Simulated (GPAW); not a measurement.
# Does FeCo15 (fcc Co15Fe1) carry moments in GPAW?, part 2 of 2

Wanted: the moments of FeCo15 (fcc Co15Fe1) and the energy gained by spin polarisation.

GPAW 26.7.0; PBE; plane waves with GPAW's PAW setups, scalar-relativistic.

So far. Step 2 (Order 1, typed as ferro ++++++++++++++++): After 37 cycles the largest moment stands at 2.59 μB.

## Step 3: Start 2: no spin polarisation

A run without seeds gives the energy of the state without moments.

Contents of nospin.py:

```python
import json
import numpy as np
from ase import Atoms
from ase.parallel import paropen, parprint
from gpaw import GPAW

atoms = Atoms(['Fe', 'Co', 'Co', 'Co', 'Co', 'Co', 'Co', 'Co', 'Co', 'Co', 'Co', 'Co', 'Co', 'Co', 'Co', 'Co'],
    cell=[[7.09375, 0.0, 0.0],
         [0.0, 7.09375, 0.0],
         [0.0, 0.0, 3.546875]],
    scaled_positions=[[0.0, 0.0, 0.0],
         [0.0, 0.25, 0.5],
         [0.25, 0.0, 0.5],
         [0.25, 0.25, 0.0],
         [0.0, 0.5, 0.0],
         [0.0, 0.75, 0.5],
         [0.25, 0.5, 0.5],
         [0.25, 0.75, 0.0],
         [0.5, 0.0, 0.0],
         [0.5, 0.25, 0.5],
         [0.75, 0.0, 0.5],
         [0.75, 0.25, 0.0],
         [0.5, 0.5, 0.0],
         [0.5, 0.75, 0.5],
         [0.75, 0.5, 0.5],
         [0.75, 0.75, 0.0]],
    pbc=True)
atoms.calc = GPAW(mode={'name': 'pw', 'ecut': 450},
    xc='PBE',
    kpts={'size': (6, 6, 11), 'gamma': True},
    occupations={'name': 'fermi-dirac', 'width': 0.05},
    convergence={'density': 1e-05, 'energy': 1e-05},
    maxiter=200,
    mixer={'name': 'pulay', 'beta': 0.04, 'nmaxold': 8, 'weight': 100},
    symmetry={'tolerance': 1e-4},
    txt='nospin.txt')
e = atoms.get_potential_energy(force_consistent=True)
res = {'free_energy': e, 'energy_sigma0': atoms.get_potential_energy(), 'fermi_energy': atoms.calc.get_fermi_level()}
parprint(f'free energy: {e:.6f} eV')
atoms.calc.write('nospin.gpw')
with paropen('results.json', 'w') as f:
    json.dump(res, f)
```

The run is started by

```console
$ OMP_NUM_THREADS=1 mpirun -n 4 gpaw python nospin.py > nospin.log
```

Numbers of over 12 decimals in the logs are rounded to 6 here.

Log:

```text
free energy: -126.872467 eV

--- nospin.txt ---
Input parameters:
  mode=PW(ecut=450),
  convergence={'density': 1e-05, 'energy': 1e-05},
  kpts=MonkhorstPack(size=(6, 6, 11), gamma=True),
  maxiter=200,
  mixer=Pulay(name='pulay', nmaxold=8, beta=0.04, weight=100, sigma=0.015, g_ss=None),
  occupations=Occupations(name='fermi-dirac', width=0.05),
  symmetry=Symmetry(tolerance=0.0001),
  xc=XC(name='PBE')

Diagonalizing LCAO Hamiltonian
Converting LCAO to pw mode
     .----------------.
    /|                |
   / |                |
  / Co       Co       |
 *   .-Co-------Co----.
 |Co/   Co Co    Co  /
 | CoCo    Co Co    /
 |/   Co       Co  /
 Fe------Co-------*

Atoms  # Å, Bohr magnetons
|    | symbol |        x |        y |        z |    initial magnetic moments |
|----|--------|----------|----------|----------|-----------------------------|
|  0 |     Fe | 0.000000 | 0.000000 | 0.000000 | ( 0.0000,  0.0000,  0.0000) |
|  1 |     Co | 0.000000 | 1.773438 | 1.773438 | ( 0.0000,  0.0000,  0.0000) |
|  2 |     Co | 1.773438 | 0.000000 | 1.773438 | ( 0.0000,  0.0000,  0.0000) |
|  3 |     Co | 1.773438 | 1.773438 | 0.000000 | ( 0.0000,  0.0000,  0.0000) |
|  4 |     Co | 0.000000 | 3.546875 | 0.000000 | ( 0.0000,  0.0000,  0.0000) |
|  5 |     Co | 0.000000 | 5.320312 | 1.773438 | ( 0.0000,  0.0000,  0.0000) |
|  6 |     Co | 1.773438 | 3.546875 | 1.773438 | ( 0.0000,  0.0000,  0.0000) |
|  7 |     Co | 1.773438 | 5.320312 | 0.000000 | ( 0.0000,  0.0000,  0.0000) |
|  8 |     Co | 3.546875 | 0.000000 | 0.000000 | ( 0.0000,  0.0000,  0.0000) |
|  9 |     Co | 3.546875 | 1.773438 | 1.773438 | ( 0.0000,  0.0000,  0.0000) |
| 10 |     Co | 5.320312 | 0.000000 | 1.773438 | ( 0.0000,  0.0000,  0.0000) |
| 11 |     Co | 5.320312 | 1.773438 | 0.000000 | ( 0.0000,  0.0000,  0.0000) |
| 12 |     Co | 3.546875 | 3.546875 | 0.000000 | ( 0.0000,  0.0000,  0.0000) |
| 13 |     Co | 3.546875 | 5.320312 | 1.773438 | ( 0.0000,  0.0000,  0.0000) |
| 14 |     Co | 5.320312 | 3.546875 | 1.773438 | ( 0.0000,  0.0000,  0.0000) |
| 15 |     Co | 5.320312 | 5.320312 | 0.000000 | ( 0.0000,  0.0000,  0.0000) |

Unit cell  # Å
| periodic |        x |        y |        z |  lengths |    angles |
|----------|----------|----------|----------|----------|-----------|
|      yes | 7.093750 | 0.000000 | 0.000000 | 7.093750 | 90.000000 |
|      yes | 0.000000 | 7.093750 | 0.000000 | 7.093750 | 90.000000 |
|      yes | 0.000000 | 0.000000 | 3.546875 | 3.546875 | 90.000000 |

Number of symmetries: 16

BZ-sampling:
  Number of BZ points: 396
  Number of IBZ points: 60

  Monkhorst-Pack size: [6, 6, 11]
  Monkhorst-Pack shift: [0.083333, 0.083333, 0.0]

Plane wave coefficients: 3932
Cutoff: 450.000000 eV

Spin-components: 1 (collinear spins)
Bands:           90
Projectors:      96
Spin-degeneracy: 2
Datatype:        complex128

Parallelization:
  kpt:    4
  domain: 1
  band:   1

Density:
  Valence electrons: 143.0
  Components: 1
  Grid points: [35 35 18]
  Charge: 0.0  # |e|

Potential:
  Grid points: [35 35 18]

[... setups left out ...]
Reference energy: -603160.103186  # eV

eigensolver:
  PPCG
  Converge bands: occupied
  niter=2

density mixing:
  Pulay-Mixer
  Linear mixing parameters: 0.04
  Old densities: 8
  Fourier metric: weight=100, sigma=0.015

occupation numbers:
  Fermi-Dirac:
    width: 0.0500  # eV

poisson solver:
  ecut: 3600.000000  # eV

xc functional:
  name: PBE with 2 nearest neighbor stencil

convergence criteria:
- Maximum integral of absolute [dens]ity change: 1e-05 electrons / valence electron
- Maximum [total energy] change in last 3 cyles: 1e-05 eV / valence electron
- Maximum integral of absolute [eigenst]ate change: 4e-08 eV^2 / valence electron
maximum number of iterations: 200

SCF iterations
|iter     |      energy | eigst |  dens |
|---------|-------------|-------|-------|
|iter:   1|       0s | -126.847898 | +0.49 |       |
|iter:   2|      13s | -127.065380 | -1.03 | -1.57 |
|iter:   3|      26s | -126.902385 | -1.97 | -1.45 |
|iter:   4|      39s | -126.825848 | -2.64 | -1.57 |
|iter:   5|      53s | -126.551450 | -2.00 | -1.61 |
|iter:   6|      66s | -126.517909 | -2.14 | -1.88 |
|iter:   7|      78s | -126.523880 | -3.03 | -2.01 |
|iter:   8|      91s | -127.065686 | -1.62 | -2.05 |
|iter:   9|     104s | -126.726485 | -1.66 | -1.57 |
|iter:  10|     117s | -126.710245 | -2.39 | -2.16 |
|iter:  11|     130s | -126.717480 | -3.49 | -2.66 |
|iter:  12|     143s | -126.716566 | -4.01 | -2.88 |
|iter:  13|     155s | -126.716504c| -4.90 | -3.51 |
|iter:  14|     168s | -126.716490c| -5.49 | -3.60 |
|iter:  15|     181s | -126.716463c| -5.70 | -3.63 |
|iter:  16|     194s | -126.716483c| -6.18 | -3.79 |
|iter:  17|     207s | -126.716483c| -6.93 | -3.97 |
|iter:  18|     219s | -126.716475c| -6.89 | -4.04 |
|iter:  19|     232s | -126.716473c| -7.24 | -4.38 |
|iter:  20|     238s | -126.716474c| -7.85c| -4.53 |
|iter:  21|     244s | -126.716477c| -7.45c| -4.58 |
|iter:  22|     257s | -126.716478c| -7.70c| -4.75 |
|iter:  23|     263s | -126.716478c| -8.07c| -5.03c|

Converged in 23 steps
Energy contributions relative to reference atoms: (reference = -603160.103186)

Energy contributions:
  Kinetic:          30.293157
  Coulomb:         -27.051783
  Zero:              4.053141
  External:          0.000000
  Xc:             -133.855003
  Entropy:          -0.311979
  Spinorbit:         0.000000
  ----------------------------
  Free energy:    -126.872467
  Extrapolated:   -126.716478

dipole moment: (-75.072954, -75.072954, -75.933166)  # |e|*Ang

Fermi level: 10.118
Eigenvalues  # (at kpt = [0.000, 0.000, 0.000])
| band index |      eig [eV] | occ [0-2] |
|------------|---------------|-----------|
|          0 |         1.383 |     2.000 |
|        ... |               |           |
|         64 |         9.618 |     2.000 |
|         65 |         9.631 |     2.000 |
|         66 |         9.631 |     2.000 |
|         67 |         9.648 |     2.000 |
|         68 |         9.988 |     1.861 |
|         69 |         9.988 |     1.861 |
|         70 |        10.037 |     1.666 |
|         71 |        10.079 |     1.372 |
|         72 |        10.391 |     0.008 |
|         73 |        10.466 |     0.002 |
|         74 |        10.467 |     0.002 |
|         75 |        10.616 |     0.000 |
|         76 |        10.619 |     0.000 |
|         77 |        10.623 |     0.000 |
|         78 |        10.623 |     0.000 |
|         79 |        10.623 |     0.000 |
|        ... |               |           |
|         89 |        12.709 |     0.000 |

No gap
No difference between direct/indirect transitions
```

Wall time 4.8 min (4 MPI ranks of Arm Neoverse V1, shared host); peak memory 1.3 GiB.

Read from the output:

| Quantity | Value |
| --- | --- |
| final state | non-magnetic (no spin polarisation) |

It lies 214 meV a seeded atom over the first start.

## Step 4: Energies of the orders

These are free energies at a smearing of 0.05 eV, so its entropy term is in the differences. They are divided by the number of seeded atoms, so that cells of unlike size compare.

Orders:

| start | final state | typed order kept | energy over the lowest (meV a seeded atom) | largest site moment (μB) | net moment (μB a primitive cell) | mesh matched | CPU time (s) |
| --- | --- | --- | --- | --- | --- | --- | --- |
| ferro ++++++++++++++++ | ferromagnetic | yes | 0 | 2.593 | 27.59 | yes | 3701 |
| no spin polarisation | non-magnetic | - | 213.9 | 0 | 0 | yes | 1149 |

## Step 5: Summary of results

- lower run: with moments
- largest site moment: 2.59 μB
- energy gained by spin polarisation: 214 meV a seeded atom

In words: The crystal holds moments, up to 2.59 μB, and gains 214 meV a seeded atom by them. No antiferromagnetic order was tried, so the session says nothing on how the moments order.

[Logs and program files are shortened in this print: banners, set-up blocks, solver, clock and traceback lines can be left out without a mark of their own.]

[Logs are printed without paths, hosts, clocks, repeated set-up lines and the standing remarks that a program may print on its own settings, such as how far it seeks lower states.]

[Hosts, paths, dates, database ids (printed as entryN), source tags and the programs' standing remarks are cut or masked in the printed files.]

[Where a cell is said to come from a database of computed structures, the database is the Materials Project.]
